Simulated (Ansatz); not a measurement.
# How Rh(100) screens a field

Wanted: the response of a Rh(100) slab to a perpendicular field.

Calculated with Ansatz 0.2.0; plane-wave DFT, PBE, Ansatz PAW.

**1. Starting point**

The cell holds 5 atoms: 5 Rh. Its edges and angles: a = 2.687 Å, b = 2.687 Å, c = 25.600 Å, α = 90.0°, β = 90.0°, γ = 90.0°. Vacuum lies along c.

**2. Single point, field 0**

A sawtooth potential applies the field, turning back in the middle of the vacuum. With the dipole correction the typed value is the field outside the slab. The induced dipole is small, so the SCF threshold is tight.

Input file input.yaml:

```yaml
crystal:
  lattice:
    - [2.6870057685, 0.0, 0.0]
    - [0.0, 2.6870057685, 0.0]
    - [0.0, 0.0, 25.6]
  atoms:
    - { symbol: Rh, position: [0.0, 0.0, 0.3515625] }
    - { symbol: Rh, position: [0.5, 0.5, 0.42578125] }
    - { symbol: Rh, position: [0.0, 0.0, 0.5] }
    - { symbol: Rh, position: [0.5, 0.5, 0.57421875] }
    - { symbol: Rh, position: [0.0, 0.0, 0.6484375] }
kpoints:
  mp_grid: { grid: [18, 18, 1] }
hamiltonian:
  xc: pbe
scf:
  occupations: { method: fermi_dirac, width: 0.1 }
  convergence: { dr2_threshold: 1.0e-10 }
efield:
  axis: 3
  dipole_correction: true
  ramp_position: 0.97
  ramp_width: 0.06
  amplitude: 0
output:
  forces: true
  write_potential: true
  write_density: true
  volumetric_format: npy
```

Started as:

```sh
$ ansatz run input.yaml --threads 2 --pin off --max-ram 3072MiB --backend cpu --events-out ev --progress --plain --runs-dir out
```

Numbers of over 12 decimals in the logs are rounded to 6 here.

Output:

```text
Engine: ansatz 0.2.0, aarch64-unknown-linux-gnu
Pseudopotentials: kind: paw
Pseudopotential: Rh, paw, valence charge 17, recommended cutoff 420 eV (normal), Rh.paw.azcp
Functional definition: PBE
  parameter kappa = 0.804
  parameter beta = 0.066725
  exchange = pbe_x(kappa = kappa, mu = beta*pi^2/3)
  correlation = pbe_c(beta = beta)
Crystal: 5 atoms, lattice volume = 184.832 Å³
Basis set: ecut = 420 eV, 3657 PW (Γ), exchange–correlation on 36×36×360 points (8 copies of the dense FFT grid, shifted against one another)
Bands: 51, of which v1, the nominal top of the filled ones, is band 43 counted from 1 (42 counted from 0)
Symmetry: 8 space group operations
k-points: 55 of 324
Non-local potential: Rh, projectors of the file, l = 0: 3, l = 1: 2, l = 2: 2, l = 3: 1
PAW form: soft (Blöchl's): semilocal exchange-correlation on the pseudo side does not see the compensation charge
PAW one-centre angular grid: Rh, 590 points (default); XC on 64 Gauss nodes
Initial density: superposition of atomic densities (neutral atoms: chi_scale 0, normalization atom), corrected by the library's trained network
Initial wavefunctions: pseudopotential atomic-orbital guess
Functional: x = pbe(κ = 0.804, μ = 0.219515), c = pbe(β = 0.066725)
SCF iter   1: F=—  HF=-32012.371521 eV  |F-HF|=—  |Δ(HF+E_count)|=         —  Δρ=4.98e-3  dr2=1.49e-1  ethr=1.77e-3  p=-0.000 e·Å  D=-1.23e-13 V/Å  ΔV_dip=0.00 eV  dr2_dipole=8.20e-9  V_vac-E_F(+/−)=4.74/4.74 eV  ⟨swp⟩=9.1  Hψ=13304  notcnv=0  defer=7
efield: sawtooth ramp at fractional position 0.9700 (set: `efield.ramp_position`, or a place that a band, a saddle search or an elastic batch's reference lends), width 0.0600; the density the first Hamiltonian is built on has a dipole p = -0.000 e·Å; the dipole correction subtracts the counter field D = -1.23e-13 V/Å, which shifts the + side's vacuum level by +0.00 eV against the − side's; the planar-averaged density in the ramp window peaks in size at 4.8e-6 e/Å³
preconditioner: auto → LDOS  [metal: Δε(μ)=0.012 eV  Ē_g=5.342 eV  σ=0.100 eV  W_gap=0.03  n_scr=38 (ndim 8)  ℏωp=18.3 eV  f_vac=0.571  D(μ)=7.99/eV (n_scr^D=74)  β→1.0]
SCF iter   2: F=—  HF=-32012.369757 eV  |F-HF|=—  |Δ(HF+E_count)|=   1.76e-3  Δρ=3.90e-3  dr2=2.69e-2  ethr=1.75e-4  p=-0.000 e·Å  D=-7.03e-6 V/Å  ΔV_dip=0.00 eV  dr2_dipole=1.44e-8  V_vac-E_F(+/−)=5.08/5.08 eV  ⟨swp⟩=2.2  Hψ=4529  notcnv=0  defer=19
SCF iter   3: F=—  HF=-32012.365173 eV  |F-HF|=—  |Δ(HF+E_count)|=   4.58e-3  Δρ=8.03e-4  dr2=3.21e-3  ethr=3.16e-5  p=-0.000 e·Å  D=-2.28e-6 V/Å  ΔV_dip=0.00 eV  dr2_dipole=3.36e-10  V_vac-E_F(+/−)=5.02/5.02 eV  ⟨swp⟩=2.3  Hψ=4771  notcnv=0  defer=19
SCF iter   4: F=—  HF=-32012.364777 eV  |F-HF|=—  |Δ(HF+E_count)|=   3.96e-4  Δρ=2.79e-4  dr2=1.74e-4  ethr=3.78e-6  p=-0.000 e·Å  D=-1.31e-6 V/Å  ΔV_dip=0.00 eV  dr2_dipole=2.12e-11  V_vac-E_F(+/−)=5.05/5.05 eV  ⟨swp⟩=2.4  Hψ=4235  notcnv=0  defer=19
SCF iter   5: F=—  HF=-32012.364776 eV  |F-HF|=—  |Δ(HF+E_count)|=   1.59e-6  Δρ=7.13e-5  dr2=2.78e-5  ethr=2.05e-7  p=-0.000 e·Å  D=-8.39e-7 V/Å  ΔV_dip=0.00 eV  dr2_dipole=4.12e-11  V_vac-E_F(+/−)=5.06/5.06 eV  ⟨swp⟩=2.1  Hψ=4094  notcnv=0  defer=19
SCF iter   6: F=—  HF=-32012.364509 eV  |F-HF|=—  |Δ(HF+E_count)|=   2.67e-4  Δρ=3.61e-5  dr2=3.61e-6  ethr=3.27e-8  p=-0.000 e·Å  D=-2.26e-7 V/Å  ΔV_dip=0.00 eV  dr2_dipole=9.53e-12  V_vac-E_F(+/−)=5.07/5.07 eV  ⟨swp⟩=2.1  Hψ=4021  notcnv=0  defer=19
SCF iter   7: F=—  HF=-32012.364510 eV  |F-HF|=—  |Δ(HF+E_count)|=   5.03e-7  Δρ=1.24e-5  dr2=2.97e-7  ethr=4.24e-9  p=-0.000 e·Å  D=-2.27e-8 V/Å  ΔV_dip=0.00 eV  dr2_dipole=7.69e-12  V_vac-E_F(+/−)=5.07/5.07 eV  ⟨swp⟩=2.2  Hψ=4371  notcnv=0  defer=19
SCF iter   8: F=—  HF=-32012.364511 eV  |F-HF|=—  |Δ(HF+E_count)|=   1.51e-6  Δρ=4.20e-6  dr2=2.59e-8  ethr=3.50e-10  p=-0.000 e·Å  D=-1.17e-8 V/Å  ΔV_dip=0.00 eV  dr2_dipole=1.95e-13  V_vac-E_F(+/−)=5.07/5.07 eV  ⟨swp⟩=2.7  Hψ=4823  notcnv=0  defer=19
SCF iter   9: F=—  HF=-32012.364511 eV  |F-HF|=—  |Δ(HF+E_count)|=   2.15e-7  Δρ=1.40e-6  dr2=3.17e-9  ethr=3.04e-11  p=-0.000 e·Å  D=-8.24e-9 V/Å  ΔV_dip=0.00 eV  dr2_dipole=8.88e-15  V_vac-E_F(+/−)=5.07/5.07 eV  ⟨swp⟩=2.5  Hψ=4952  notcnv=0  defer=19
SCF iter  10: F=—  HF=-32012.364511 eV  |F-HF|=—  |Δ(HF+E_count)|=   4.51e-9  Δρ=3.74e-7  dr2=2.59e-10  ethr=3.73e-12  p=-0.000 e·Å  D=-4.39e-9 V/Å  ΔV_dip=0.00 eV  dr2_dipole=1.04e-14  V_vac-E_F(+/−)=5.07/5.07 eV  ⟨swp⟩=2.3  Hψ=4199  notcnv=0  defer=19
SCF iter  11: F=-32012.364511 eV  HF=-32012.364511 eV  |F-HF|=1.07e-9  |Δ(HF+E_count)|=   4.73e-9  Δρ=1.33e-7  dr2=3.16e-11  ethr=1.00e-12  p=-0.000 e·Å  D=-1.29e-9 V/Å  ΔV_dip=0.00 eV  dr2_dipole=7.07e-16  V_vac-E_F(+/−)=5.07/5.07 eV  ⟨swp⟩=12.0  Hψ=17464  notcnv=0
SCF 1 converged in 11 iterations: F = -32012.364511 eV  dr2 = 3.16e-11
  greatest PAW one-centre occupation: 1.000 electrons in one spin orbital (limit 2), on the Rh atom at site 2 (counted from 0), in its partial waves of l = 0
WARN: The output density's exchange-correlation potential varies sharply where the density is thin. Do not read a vacuum level from v_tot or v_xc, or from such a field of the output density. On a cell that repeats whose density bears no net charge and no dipole along the vacuum's axis use v_es (v_loc + v_h of the components); under efield.dipole_correction with no amplitude use v_es + v_field, which holds any externa [...]
SCF converged after 11 iterations
Free energy (F): -32012.364511 eV
Harris-Foulkes:  -32012.364511 eV  (|F-HF|=1.07e-9)
Internal energy: -32012.092522 eV  (E = F + TS)
E sigma→0 (E₀):  -32012.228517 eV
Entropy (-TS):   -0.271989 eV (-54.398 meV/atom)
Fermi energy:    5.149736 eV
Dipole field:    D = 0.000000 V/Å  (p = 0.000000 e·Å, saw-weighted, corrected)
Work function:   Φ+ = 5.0736 eV   Φ− = 5.0736 eV
Levels:          The Fermi level and band energies are counted from a zero that moves with the ramp; work functions are not
--- Per-component energies (eV) ---
  E_band       = -1866.903502
  E_kinetic    = 2863.118948
  E_local      = -162875.684323  (includes V_loc(G=0)·N_el)
  E_nonlocal   = 1777.645280
  E_hartree    = 79556.969097
  E_xc         = -1105.855022
  E_vxc        = -1387.751899  (∫ρ·V_xc dr)
  E_paw        = -17936.271686  (= ΣΔE_a)
  E_vpaw       = -1358.174885  (= ΣTr[D̂ρ^β])
  E_aug_tail   = 0.004257  (compensation charges beyond the density's cutoff)
  E_efield     = 0.000000  (sawtooth field / dipole correction)
  E_vefield    = 0.000000  (∫n·V_field dr)
  E_ewald      = 65707.980927
  E_smearing   = -0.271989  (= −TS)
  E_closure    = 0.000000  (closes the sum)
  Σ components = -32012.364511   (vs F -32012.364511, Δ=0.00e0)
--- Forces (eV/Å), atoms counted from 1 ---
  atom   1  Rh    -0.00000000     0.00000000     0.31017331
  atom   2  Rh     0.00000000     0.00000000    -0.62937039
  atom   3  Rh    -0.00000000     0.00000000     0.00000001
  atom   4  Rh     0.00000000     0.00000000     0.62937038
  atom   5  Rh    -0.00000000     0.00000000    -0.31017331
  max |Σ_I F_I| component: 1.36e-9 eV/Å
--- Band table (eV; the first three rows and the last of 55) ---
  k-point 0: bands = [... 39 lower, 4.2982, 4.6592, 4.7035, 5.2076, 5.2891, 5.2891, 5.6635, 5.7722, ... 4 higher]
  k-point 1: bands = [... 39 lower, 4.2776, 4.7613, 4.9795, 4.9848, 5.0171, 5.4581, 5.5817, 5.6494, ... 4 higher]
  k-point 2: bands = [... 39 lower, 4.2105, 4.6504, 4.7108, 4.8306, 4.8655, 5.4337, 5.4870, 5.6662, ... 4 higher]
  k-point 54: bands = [... 39 lower, 5.5539, 6.1266, 6.1529, 6.1546, 6.6834, 6.6835, 9.4572, 9.4572, ... 4 higher]
```

It took 51 s on 2 threads of Arm Neoverse V1, shared host; peak memory 0.59 GiB; 1.7 min of CPU time.

The column dr2 measures how far the density is from self-consistency, as an energy; F and HF (Harris–Foulkes) agree once it is small.

This step gave:

* energy at zero smearing: -32012.2285 eV
* work function, upper face: 5.074 eV
* dipole along the normal: 3.67e-8 e·Å

Running mean over 1.9 Å of the planar mean; the ramp of the sawtooth is left out. Table of electron's electrostatic potential energy less the Fermi level by z:

```
z (Å)  electron's electrostatic potential energy less the Fermi level (eV)
  3.0                                                                 5.07
  3.5                                                                 5.07
  4.0                                                                 5.07
  4.5                                                                 5.07
  5.0                                                                 5.07
  5.5                                                                 5.06
  6.0                                                                 5.02
  6.5                                                                 4.89
  7.0                                                                 4.38
  7.5                                                                 2.20
  8.0                                                                -3.60
  8.5                                                                -9.83
  9.0                                                                -12.4
  9.5                                                                -12.9
 10.0                                                                -13.0
 10.5                                                                -13.1
 11.0                                                                -13.2
 11.5                                                                -13.2
 12.0                                                                -13.3
 12.5                                                                -13.3
 13.0                                                                -13.3
 13.5                                                                -13.3
 14.0                                                                -13.2
 14.5                                                                -13.2
 15.0                                                                -13.1
 15.5                                                                -13.0
 16.0                                                                -12.9
 16.5                                                                -12.6
 17.0                                                                -10.7
 17.5                                                                -5.00
 18.0                                                                 1.31
 18.5                                                                 4.18
 19.0                                                                 4.83
 19.5                                                                 5.01
 20.0                                                                 5.06
 20.5                                                                 5.07
 21.0                                                                 5.07
 21.5                                                                 5.07
 22.0                                                                 5.07
 22.5                                                                 5.07
```

Force by atom:

```
atom  x (eV/Å)  y (eV/Å)  z (eV/Å)   size
 Rh1     0.000     0.000     0.310  0.310
 Rh2     0.000     0.000    -0.629  0.629
 Rh3     0.000     0.000     0.000  0.000
 Rh4     0.000     0.000     0.629  0.629
 Rh5     0.000     0.000    -0.310  0.310
```

The work function of the upper face is 5.07 eV.

**3. Single point, field 0.05 V/Å**

Changes to input.yaml since step 2:

```diff
@@ -23,3 +23,3 @@
   ramp_width: 0.06
-  amplitude: 0
+  amplitude: 0.05
 output:
```

Output:

```text
[...]
Crystal: 5 atoms, lattice volume = 184.832 Å³
Basis set: ecut = 420 eV, 3657 PW (Γ), exchange–correlation on 36×36×360 points (8 copies of the dense FFT grid, shifted against one another)
Bands: 51, of which v1, the nominal top of the filled ones, is band 43 counted from 1 (42 counted from 0)
Symmetry: 8 space group operations
k-points: 55 of 324
[...]
k-point 0: bands = [... 39 lower, 4.2980, 4.6590, 4.7034, 5.2075, 5.2890, 5.2890, 5.6634, 5.7720, ... 4 higher]
  k-point 1: bands = [... 39 lower, 4.2774, 4.7611, 4.9791, 4.9847, 5.0171, 5.4580, 5.5816, 5.6492, ... 4 higher]
  k-point 2: bands = [... 39 lower, 4.2104, 4.6502, 4.7107, 4.8304, 4.8654, 5.4336, 5.4869, 5.6660, ... 4 higher]
  k-point 54: bands = [... 39 lower, 5.5538, 6.1264, 6.1527, 6.1545, 6.6833, 6.6833, 9.4571, 9.4571, ... 4 higher]
[key lines of the parts left out:]
SCF converged after 13 iterations
Free energy (F): -32012.365057 eV
Fermi energy:    5.149583 eV
Dipole field:    D = 0.021377 V/Å  (p = 0.021835 e·Å, saw-weighted, corrected)
```

It took 65 s on 2 threads; peak memory 0.57 GiB.

The dipole is 0.0218 e·Å.

**4. Atoms held, field -0.05 V/Å**

Changes to input.yaml since step 3:

```diff
@@ -23,3 +23,3 @@
   ramp_width: 0.06
-  amplitude: 0.05
+  amplitude: -0.05
 output:
```

Output:

```text
[...]
Crystal: 5 atoms, lattice volume = 184.832 Å³
Basis set: ecut = 420 eV, 3657 PW (Γ), exchange–correlation on 36×36×360 points (8 copies of the dense FFT grid, shifted against one another)
Bands: 51, of which v1, the nominal top of the filled ones, is band 43 counted from 1 (42 counted from 0)
Symmetry: 8 space group operations
k-points: 55 of 324
[...]
k-point 0: bands = [... 39 lower, 4.2980, 4.6590, 4.7034, 5.2075, 5.2890, 5.2890, 5.6634, 5.7720, ... 4 higher]
  k-point 1: bands = [... 39 lower, 4.2774, 4.7611, 4.9791, 4.9847, 5.0171, 5.4580, 5.5816, 5.6492, ... 4 higher]
  k-point 2: bands = [... 39 lower, 4.2104, 4.6502, 4.7107, 4.8304, 4.8654, 5.4336, 5.4869, 5.6660, ... 4 higher]
  k-point 54: bands = [... 39 lower, 5.5538, 6.1264, 6.1527, 6.1545, 6.6833, 6.6833, 9.4571, 9.4571, ... 4 higher]
[key lines of the parts left out:]
SCF converged after 13 iterations
Free energy (F): -32012.365057 eV
Fermi energy:    5.149582 eV
Dipole field:    D = -0.021377 V/Å  (p = -0.021835 e·Å, saw-weighted, corrected)
```

Wall time 60 s (2 threads); peak memory 0.58 GiB; 2 min of CPU time.

The dipole is -0.0218 e·Å.

**5. Single point, field 0.1 V/Å**

Changes to input.yaml since step 4:

```diff
@@ -23,3 +23,3 @@
   ramp_width: 0.06
-  amplitude: -0.05
+  amplitude: 0.1
 output:
```

Output:

```text
[...]
Crystal: 5 atoms, lattice volume = 184.832 Å³
Basis set: ecut = 420 eV, 3657 PW (Γ), exchange–correlation on 36×36×360 points (8 copies of the dense FFT grid, shifted against one another)
Bands: 51, of which v1, the nominal top of the filled ones, is band 43 counted from 1 (42 counted from 0)
Symmetry: 8 space group operations
k-points: 55 of 324
[...]
k-point 0: bands = [... 39 lower, 4.2976, 4.6585, 4.7029, 5.2070, 5.2885, 5.2885, 5.6629, 5.7716, ... 4 higher]
  k-point 1: bands = [... 39 lower, 4.2770, 4.7607, 4.9780, 4.9842, 5.0173, 5.4575, 5.5811, 5.6487, ... 4 higher]
  k-point 2: bands = [... 39 lower, 4.2099, 4.6497, 4.7102, 4.8300, 4.8649, 5.4332, 5.4864, 5.6655, ... 4 higher]
  k-point 54: bands = [... 39 lower, 5.5533, 6.1260, 6.1522, 6.1542, 6.6829, 6.6829, 9.4566, 9.4566, ... 4 higher]
[key lines of the parts left out:]
SCF converged after 13 iterations
Free energy (F): -32012.366695 eV
Fermi energy:    5.149148 eV
Dipole field:    D = 0.042754 V/Å  (p = 0.043671 e·Å, saw-weighted, corrected)
```

The job ended after 60 s (2 threads; peak memory 0.57 GiB; 2 min of CPU time).

The dipole is 0.0437 e·Å.

**6. Single point, field -0.1 V/Å**

Changes to input.yaml since step 5:

```diff
@@ -23,3 +23,3 @@
   ramp_width: 0.06
-  amplitude: 0.1
+  amplitude: -0.1
 output:
```

Output:

```text
[...]
Crystal: 5 atoms, lattice volume = 184.832 Å³
Basis set: ecut = 420 eV, 3657 PW (Γ), exchange–correlation on 36×36×360 points (8 copies of the dense FFT grid, shifted against one another)
Bands: 51, of which v1, the nominal top of the filled ones, is band 43 counted from 1 (42 counted from 0)
Symmetry: 8 space group operations
k-points: 55 of 324
[...]
k-point 0: bands = [... 39 lower, 4.2976, 4.6585, 4.7029, 5.2071, 5.2885, 5.2885, 5.6629, 5.7716, ... 4 higher]
  k-point 1: bands = [... 39 lower, 4.2770, 4.7607, 4.9780, 4.9842, 5.0173, 5.4575, 5.5811, 5.6487, ... 4 higher]
  k-point 2: bands = [... 39 lower, 4.2099, 4.6497, 4.7102, 4.8300, 4.8649, 5.4332, 5.4864, 5.6655, ... 4 higher]
  k-point 54: bands = [... 39 lower, 5.5533, 6.1260, 6.1522, 6.1542, 6.6829, 6.6829, 9.4566, 9.4566, ... 4 higher]
[key lines of the parts left out:]
SCF converged after 13 iterations
Free energy (F): -32012.366695 eV
Fermi energy:    5.149148 eV
Dipole field:    D = -0.042754 V/Å  (p = -0.043671 e·Å, saw-weighted, corrected)
```

Wall time 60 s (2 threads); peak memory 0.57 GiB; 2 min of CPU time.

The dipole is -0.0437 e·Å.

**7. Single point, field 0.2 V/Å**

Changes to input.yaml since step 6:

```diff
@@ -23,3 +23,3 @@
   ramp_width: 0.06
-  amplitude: -0.1
+  amplitude: 0.2
 output:
```

Output:

```text
[...]
Crystal: 5 atoms, lattice volume = 184.832 Å³
Basis set: ecut = 420 eV, 3657 PW (Γ), exchange–correlation on 36×36×360 points (8 copies of the dense FFT grid, shifted against one another)
Bands: 51, of which v1, the nominal top of the filled ones, is band 43 counted from 1 (42 counted from 0)
Symmetry: 8 space group operations
k-points: 55 of 324
[...]
k-point 0: bands = [... 39 lower, 4.2958, 4.6565, 4.7012, 5.2053, 5.2868, 5.2868, 5.6612, 5.7698, ... 4 higher]
  k-point 1: bands = [... 39 lower, 4.2752, 4.7589, 4.9738, 4.9825, 5.0178, 5.4558, 5.5794, 5.6468, ... 4 higher]
  k-point 2: bands = [... 39 lower, 4.2082, 4.6477, 4.7085, 4.8282, 4.8632, 5.4314, 5.4847, 5.6636, ... 4 higher]
  k-point 54: bands = [... 39 lower, 5.5516, 6.1243, 6.1501, 6.1527, 6.6811, 6.6811, 9.4549, 9.4549, ... 4 higher]
[key lines of the parts left out:]
SCF converged after 13 iterations
Free energy (F): -32012.373246 eV
Fermi energy:    5.147405 eV
Dipole field:    D = 0.085519 V/Å  (p = 0.087353 e·Å, saw-weighted, corrected)
```

The job ended after 61 s (2 threads; peak memory 0.58 GiB; 2 min of CPU time).

The dipole is 0.0874 e·Å.

**8. Single point, field -0.2 V/Å**

Changes to input.yaml since step 7:

```diff
@@ -23,3 +23,3 @@
   ramp_width: 0.06
-  amplitude: 0.2
+  amplitude: -0.2
 output:
```

Output:

```text
[...]
Crystal: 5 atoms, lattice volume = 184.832 Å³
Basis set: ecut = 420 eV, 3657 PW (Γ), exchange–correlation on 36×36×360 points (8 copies of the dense FFT grid, shifted against one another)
Bands: 51, of which v1, the nominal top of the filled ones, is band 43 counted from 1 (42 counted from 0)
Symmetry: 8 space group operations
k-points: 55 of 324
[...]
k-point 0: bands = [... 39 lower, 4.2958, 4.6565, 4.7012, 5.2053, 5.2868, 5.2868, 5.6612, 5.7698, ... 4 higher]
  k-point 1: bands = [... 39 lower, 4.2752, 4.7589, 4.9738, 4.9825, 5.0178, 5.4558, 5.5794, 5.6468, ... 4 higher]
  k-point 2: bands = [... 39 lower, 4.2082, 4.6477, 4.7085, 4.8282, 4.8632, 5.4314, 5.4847, 5.6636, ... 4 higher]
  k-point 54: bands = [... 39 lower, 5.5516, 6.1243, 6.1501, 6.1527, 6.6811, 6.6811, 9.4549, 9.4549, ... 4 higher]
[key lines of the parts left out:]
SCF converged after 13 iterations
Free energy (F): -32012.373246 eV
Fermi energy:    5.147405 eV
Dipole field:    D = -0.085520 V/Å  (p = -0.087354 e·Å, saw-weighted, corrected)
```

Wall time 60 s (2 threads); peak memory 0.57 GiB.

The dipole is -0.0874 e·Å.

(Part 1 of 2 ends here.)

[Logs are printed without paths, hosts, clocks, repeated set-up lines and the standing remarks that a program may print on its own settings, such as how far it seeks lower states.]

[Hosts, paths, dates, database ids (printed as entryN), source tags and the programs' standing remarks are cut or masked in the printed files.]

[Maps of the electrostatic potential energy from Ansatz leave out the sawtooth potential of an applied field or a dipole correction, so their vacuum need not be flat; planar profiles and work functions include it.]
